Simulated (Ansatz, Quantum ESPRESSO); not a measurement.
# The work function of Nb(100), 7 layers, level by level, part 3 of 6

Wanted: work functions and the surface dipole of Nb(100), 7 layers at several levels, with their cost.

Quantum ESPRESSO 7.5; plane-wave DFT, PBE, GBRV ultrasoft pseudopotentials; geometry and cross-check by Ansatz 0.2.0 with PAW datasets.

So far. Step 4 (Potential by pp.x): The vacuum is flat to 1.8 meV/Å, so its level is well defined. Inside the slab the curve depends on the local part of the pseudopotentials; only the vacuum level has a meaning of its own. Step 5 (Planar and running averages): Where the running mean is not flat inside, average.x's window, rounded to the grid, doesn't match the spacings there.

### Step 6. Valence density

The density shows how far the electrons spill into the vacuum.

rho.in

```
&inputpp
  prefix = 'scf'
  outdir = './out'
  filplot = 'rho.dat'
  plot_num = 0
/
```

Started as:

```console
OMP_NUM_THREADS=1 mpirun -n 4 pp.x -in rho.in > rho.out
```

The program printed:

```text
[banner, memory and clock lines left out]
Program POST-PROC v.7.5 starts

          URL

     ./out/scf.save/

     IMPORTANT: XC functional enforced from input :
     Exchange-correlation= PBE
                           (   1   4   3   4   0   0   0)
     Any further DFT definition will be discarded
     Please, verify this is what you really want

     Check: negative core charge=   -0.000001

     negative rho (up, down):  4.503E-03 0.000E+00

     Calling punch_plot, plot_num =   0
     Writing data to file  rho.dat
     Message from routine chdens:
     namelist plot not found or invalid, exiting
```

It took 0.9 s on 4 MPI ranks of Arm Neoverse V1, shared host; peak memory 0.1 GiB; 3.3 s of CPU time.

Numbers from this step:

* electrons by integration: 91.00 e

The valence density, planar mean oscillates, so the rows of the table below give means over windows of 1.67 Å about each position, cut where the curve ends. Its maxima inside the range that stand out by 2 % of the span (Å: e/Å³): 8.2: 0.910, 9.6: 0.926, 11.3: 0.908, 13.0: 0.908, 14.6: 0.908, 16.3: 0.926, 17.7: 0.910. Its minima: 8.9: 0.586, 10.5: 0.411, 12.1: 0.433, 13.8: 0.433, 15.4: 0.411, 17.0: 0.586.

Mean over planes. Table of valence density, planar mean by z; means over each step:

z (Å), valence density, planar mean (e/Å³) and a bar:
```
     2.50      0.000 
     4.17      0.000 
     5.84      0.010 
     7.51      0.458 #################
     9.18      0.812 ##############################
    10.86      0.712 ##########################
    12.52      0.725 ###########################
    14.20      0.722 ###########################
    15.86      0.725 ###########################
    17.54      0.757 ############################
    19.20      0.081 ###
    20.88      0.002 
    22.55      0.000
```

Valence density in the ca plane at fractional y = 0.000, with atoms of Nb within 0.2 Å of it. It is the smooth field of the valence electrons, not physical close to the nuclei.

Ten even steps from '0' (0.0 e/Å³) to '9' (4.2 e/Å³), each cell a mean:
```
00398941001698920001598930002889710000000000
00146520000266410000256410001366200000000000
00011100000011100000011100000111000000000000
00000000000000000000000000000000000000000000
00000000000000000000000000000000000000000000
00000000000000000000000000000000000000000000
00024310000134200000134210000233100000000000
00289931001499720001499820001699510000000000
00496861001776930001786930002966920000000000
```
Columns run along c (16.0 Å, from fractional 0.26 to 0.88 of the cell), rows up along a (3.3 Å). Atoms in or near the plane, at fractional coordinates: Nb at (0.31, 0.00), Nb at (0.44, 0.00), Nb at (0.56, 0.00), Nb at (0.69, 0.00).

The density integrates to 91.000 electrons, as the 91 of the input ask.

### Step 7. Projected density of states

Projections on atomic orbitals tell which layers and orbitals hold the states near the zero of energy.

pdos.in

```
&projwfc
  prefix = 'scf'
  outdir = './out'
  filpdos = 'pdos'
  Emin = -1.772
  Emax = 10.228
  DeltaE = 0.1
  ngauss = 0
  degauss = 0.01
/
```

Started as:

```console
OMP_NUM_THREADS=1 mpirun -n 4 projwfc.x -in pdos.in > pdos.out
```

The program printed:

```text
[banner, memory and clock lines left out]
Program PROJWFC v.7.5 starts

          URL

     ./out/scf.save/

     IMPORTANT: XC functional enforced from input :
     Exchange-correlation= PBE
                           (   1   4   3   4   0   0   0)
     Any further DFT definition will be discarded
     Please, verify this is what you really want

     Check: negative core charge=   -0.000001

     negative rho (up, down):  4.503E-03 0.000E+00

     Gaussian broadening (read from input): ngauss,degauss=   0    0.010000

     Calling projwave ....
     one sub-group per band group will be used

     linear algebra parallelized on   4 procs

  Problem Sizes
  natomwfc =           91
  nx       =           46
  nbnd     =           55
  nkstot   =           15
  npwx     =         2102
  nkb      =          126

     Atomic states used for projection
     (read from pseudopotential files):

     state #   1: atom   1 (Nb ), wfc  1 (l=0 m= 1)
     state #   2: atom   1 (Nb ), wfc  2 (l=1 m= 1)
     state #   3: atom   1 (Nb ), wfc  2 (l=1 m= 2)
     state #   4: atom   1 (Nb ), wfc  2 (l=1 m= 3)
     state #   5: atom   1 (Nb ), wfc  3 (l=2 m= 1)
     state #   6: atom   1 (Nb ), wfc  3 (l=2 m= 2)
     state #   7: atom   1 (Nb ), wfc  3 (l=2 m= 3)
     state #   8: atom   1 (Nb ), wfc  3 (l=2 m= 4)
     state #   9: atom   1 (Nb ), wfc  3 (l=2 m= 5)
     state #  10: atom   1 (Nb ), wfc  4 (l=0 m= 1)
     state #  11: atom   1 (Nb ), wfc  5 (l=1 m= 1)
     state #  12: atom   1 (Nb ), wfc  5 (l=1 m= 2)
     state #  13: atom   1 (Nb ), wfc  5 (l=1 m= 3)
     state #  14: atom   2 (Nb ), wfc  1 (l=0 m= 1)
     state #  15: atom   2 (Nb ), wfc  2 (l=1 m= 1)
     state #  16: atom   2 (Nb ), wfc  2 (l=1 m= 2)
     state #  17: atom   2 (Nb ), wfc  2 (l=1 m= 3)
     state #  18: atom   2 (Nb ), wfc  3 (l=2 m= 1)
     state #  19: atom   2 (Nb ), wfc  3 (l=2 m= 2)
     state #  20: atom   2 (Nb ), wfc  3 (l=2 m= 3)
     state #  21: atom   2 (Nb ), wfc  3 (l=2 m= 4)
     state #  22: atom   2 (Nb ), wfc  3 (l=2 m= 5)
     state #  23: atom   2 (Nb ), wfc  4 (l=0 m= 1)
     state #  24: atom   2 (Nb ), wfc  5 (l=1 m= 1)
     state #  25: atom   2 (Nb ), wfc  5 (l=1 m= 2)
     state #  26: atom   2 (Nb ), wfc  5 (l=1 m= 3)
     state #  27: atom   3 (Nb ), wfc  1 (l=0 m= 1)
     state #  28: atom   3 (Nb ), wfc  2 (l=1 m= 1)
     state #  29: atom   3 (Nb ), wfc  2 (l=1 m= 2)
     state #  30: atom   3 (Nb ), wfc  2 (l=1 m= 3)
     state #  31: atom   3 (Nb ), wfc  3 (l=2 m= 1)
     state #  32: atom   3 (Nb ), wfc  3 (l=2 m= 2)
     state #  33: atom   3 (Nb ), wfc  3 (l=2 m= 3)
     state #  34: atom   3 (Nb ), wfc  3 (l=2 m= 4)
     state #  35: atom   3 (Nb ), wfc  3 (l=2 m= 5)
     state #  36: atom   3 (Nb ), wfc  4 (l=0 m= 1)
     state #  37: atom   3 (Nb ), wfc  5 (l=1 m= 1)
     state #  38: atom   3 (Nb ), wfc  5 (l=1 m= 2)
     state #  39: atom   3 (Nb ), wfc  5 (l=1 m= 3)
     state #  40: atom   4 (Nb ), wfc  1 (l=0 m= 1)
     state #  41: atom   4 (Nb ), wfc  2 (l=1 m= 1)
     state #  42: atom   4 (Nb ), wfc  2 (l=1 m= 2)
     state #  43: atom   4 (Nb ), wfc  2 (l=1 m= 3)
     state #  44: atom   4 (Nb ), wfc  3 (l=2 m= 1)
     state #  45: atom   4 (Nb ), wfc  3 (l=2 m= 2)
     state #  46: atom   4 (Nb ), wfc  3 (l=2 m= 3)
     state #  47: atom   4 (Nb ), wfc  3 (l=2 m= 4)
     state #  48: atom   4 (Nb ), wfc  3 (l=2 m= 5)
     state #  49: atom   4 (Nb ), wfc  4 (l=0 m= 1)
     state #  50: atom   4 (Nb ), wfc  5 (l=1 m= 1)
     state #  51: atom   4 (Nb ), wfc  5 (l=1 m= 2)
     state #  52: atom   4 (Nb ), wfc  5 (l=1 m= 3)
     state #  53: atom   5 (Nb ), wfc  1 (l=0 m= 1)
     state #  54: atom   5 (Nb ), wfc  2 (l=1 m= 1)
     state #  55: atom   5 (Nb ), wfc  2 (l=1 m= 2)
     state #  56: atom   5 (Nb ), wfc  2 (l=1 m= 3)
     state #  57: atom   5 (Nb ), wfc  3 (l=2 m= 1)
     state #  58: atom   5 (Nb ), wfc  3 (l=2 m= 2)
     state #  59: atom   5 (Nb ), wfc  3 (l=2 m= 3)
     state #  60: atom   5 (Nb ), wfc  3 (l=2 m= 4)
     state #  61: atom   5 (Nb ), wfc  3 (l=2 m= 5)
     state #  62: atom   5 (Nb ), wfc  4 (l=0 m= 1)
     state #  63: atom   5 (Nb ), wfc  5 (l=1 m= 1)
     state #  64: atom   5 (Nb ), wfc  5 (l=1 m= 2)
     state #  65: atom   5 (Nb ), wfc  5 (l=1 m= 3)
     state #  66: atom   6 (Nb ), wfc  1 (l=0 m= 1)
     state #  67: atom   6 (Nb ), wfc  2 (l=1 m= 1)
     state #  68: atom   6 (Nb ), wfc  2 (l=1 m= 2)
     state #  69: atom   6 (Nb ), wfc  2 (l=1 m= 3)
     state #  70: atom   6 (Nb ), wfc  3 (l=2 m= 1)
     state #  71: atom   6 (Nb ), wfc  3 (l=2 m= 2)
     state #  72: atom   6 (Nb ), wfc  3 (l=2 m= 3)
     state #  73: atom   6 (Nb ), wfc  3 (l=2 m= 4)
     state #  74: atom   6 (Nb ), wfc  3 (l=2 m= 5)
     state #  75: atom   6 (Nb ), wfc  4 (l=0 m= 1)
     state #  76: atom   6 (Nb ), wfc  5 (l=1 m= 1)
     state #  77: atom   6 (Nb ), wfc  5 (l=1 m= 2)
     state #  78: atom   6 (Nb ), wfc  5 (l=1 m= 3)
     state #  79: atom   7 (Nb ), wfc  1 (l=0 m= 1)
     state #  80: atom   7 (Nb ), wfc  2 (l=1 m= 1)
     state #  81: atom   7 (Nb ), wfc  2 (l=1 m= 2)
     state #  82: atom   7 (Nb ), wfc  2 (l=1 m= 3)
     state #  83: atom   7 (Nb ), wfc  3 (l=2 m= 1)
     state #  84: atom   7 (Nb ), wfc  3 (l=2 m= 2)
     state #  85: atom   7 (Nb ), wfc  3 (l=2 m= 3)
     state #  86: atom   7 (Nb ), wfc  3 (l=2 m= 4)
     state #  87: atom   7 (Nb ), wfc  3 (l=2 m= 5)
     state #  88: atom   7 (Nb ), wfc  4 (l=0 m= 1)
     state #  89: atom   7 (Nb ), wfc  5 (l=1 m= 1)
     state #  90: atom   7 (Nb ), wfc  5 (l=1 m= 2)
     state #  91: atom   7 (Nb ), wfc  5 (l=1 m= 3)

[... projections of each state ...]
Lowdin Charges:

     Atom #   1: total charge =  12.8802, s =  2.2784,
     Atom #   1: total charge =  12.8802, p =  6.5846, pz=  2.1291, px=  2.2277, py=  2.2277,
     Atom #   1: total charge =  12.8802, d =  4.0172, dz2=  0.8004, dxz=  0.7720, dyz=  0.7720, dx2-y2=  0.7832, dxy=  0.8895,
     Atom #   2: total charge =  13.1091, s =  2.1982,
     Atom #   2: total charge =  13.1091, p =  6.7669, pz=  2.2617, px=  2.2526, py=  2.2526,
     Atom #   2: total charge =  13.1091, d =  4.1440, dz2=  0.7179, dxz=  0.9122, dyz=  0.9122, dx2-y2=  0.6785, dxy=  0.9232,
     Atom #   3: total charge =  12.9717, s =  2.1783,
     Atom #   3: total charge =  12.9717, p =  6.6983, pz=  2.2412, px=  2.2286, py=  2.2286,
     Atom #   3: total charge =  12.9717, d =  4.0951, dz2=  0.7209, dxz=  0.8647, dyz=  0.8647, dx2-y2=  0.7665, dxy=  0.8783,
     Atom #   4: total charge =  13.0154, s =  2.1805,
     Atom #   4: total charge =  13.0154, p =  6.6929, pz=  2.2336, px=  2.2296, py=  2.2296,
     Atom #   4: total charge =  13.0154, d =  4.1420, dz2=  0.7255, dxz=  0.8931, dyz=  0.8931, dx2-y2=  0.7077, dxy=  0.9227,
     Atom #   5: total charge =  12.9717, s =  2.1783,
     Atom #   5: total charge =  12.9717, p =  6.6983, pz=  2.2412, px=  2.2286, py=  2.2286,
     Atom #   5: total charge =  12.9717, d =  4.0951, dz2=  0.7209, dxz=  0.8647, dyz=  0.8647, dx2-y2=  0.7665, dxy=  0.8783,
     Atom #   6: total charge =  13.1091, s =  2.1982,
     Atom #   6: total charge =  13.1091, p =  6.7669, pz=  2.2617, px=  2.2526, py=  2.2526,
     Atom #   6: total charge =  13.1091, d =  4.1440, dz2=  0.7179, dxz=  0.9122, dyz=  0.9122, dx2-y2=  0.6785, dxy=  0.9232,
     Atom #   7: total charge =  12.8802, s =  2.2784,
     Atom #   7: total charge =  12.8802, p =  6.5846, pz=  2.1291, px=  2.2277, py=  2.2277,
     Atom #   7: total charge =  12.8802, d =  4.0172, dz2=  0.8004, dxz=  0.7720, dyz=  0.7720, dx2-y2=  0.7832, dxy=  0.8895,
     Spilling Parameter:   0.0007
```

The job ended after 1.9 s (4 MPI ranks; peak memory 0.11 GiB).

Numbers from this step:

```
spilling of the projection : 7.00e-4
```

Projected DOS an atom over height of the atomic layer and energy from the Fermi level. Columns are the atomic layers from the bottom up.

Ten even steps from '_' (0.00 states/eV) to '@' (2.45 states/eV), each cell a mean:
```
**..::..::..**
%%::::--::::%%
@@----++----@@
==--++**++--==
##==++**++==##
**++++++++++**
**##**##**##**
++**------**++
==============
++**++==++**++
--++======++--
..::::::::::..
______________
______________
______________
______________
______________
______________
______________
______________
______________
______________
```
Columns: height of the atomic layer (Å) from 8.16 to 17.7 (not evenly spaced); rows upwards: energy from the Fermi level (eV) from -8.00 to 1.10.

The atomic orbitals miss 0.1 % of the occupied states; for empty states the projections can miss much more.

[end of part 3 of 6]

[Logs are printed without paths, hosts, clocks, repeated set-up lines and the standing remarks that a program may print on its own settings, such as how far it seeks lower states.]

[Hosts, paths, dates, database ids (printed as entryN), source tags and the programs' standing remarks are cut or masked in the printed files.]

[Maps of the electrostatic potential energy from Ansatz leave out the sawtooth potential of an applied field or a dipole correction, so their vacuum need not be flat; planar profiles and work functions include it.]
